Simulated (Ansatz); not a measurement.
In doubt: masses and optical values from hybrid runs of this build are listed as unsure, which bears on the screening that GW takes from such a start.

Rows from a G0W0 calculation on BaNaBr3 (cubic perovskite) (Pm-3m) (Ansatz 0.2.0; G0W0 on HSE06, plane waves, PAW; 2×2×2 mesh, 739 empty bands, screening to 120 eV), in eV. Spin-orbit coupling is left out.

The structure was built from a prototype and need not be the compound's stable phase.

```tsv
row	k	band	start	Σx	Σc at the solution	Vxc
A	Γ	c2	5.436	-4.709	-3.145	-8.592
B	(-0.500, -0.500, -0.500)	c2	7.096	-3.932	-2.578	-7.087
C	(-0.500, -0.500, -0.500)	c1	3.909	-1.608	-2.210	-4.513
D	Γ	c1	3.122	-2.066	-2.229	-4.870
E	Γ	v1	-1.028	-19.742	1.769	-16.751
F	(-0.500, -0.500, -0.500)	v1	-0.840	-19.299	1.776	-16.281
```

**Question.** Give the quasiparticle energies and the shift of each level.

The quasiparticle equation reads E = start + Σx + Σc(E) − Vxc.

```tsv
row	E (eV)	shift (eV)
A	6.174	+0.738
B	7.673	+0.576
C	4.604	+0.696
D	3.697	+0.575
E	-2.250	−1.222
F	-2.082	−1.243
```

Limits: not at the basis limit; no spin-orbit coupling; coarse k mesh.

[Paths, hosts, dates, memory and timing lines, banners, echoed tables and standing remarks are left out of the program output.]

[Logs are printed without paths, hosts, clocks, repeated set-up lines and the standing remarks that a program may print on its own settings, such as how far it seeks lower states.]

[Runs of the session that timed out or met a known fault of the program may be left out.]

[Cells called generated may have been cut or substituted from an entry of the Crystallography Open Database or the Materials Project.]

[Hosts, paths, dates, database ids (printed as entryN), source tags and the programs' standing remarks are cut or masked in the printed files.]
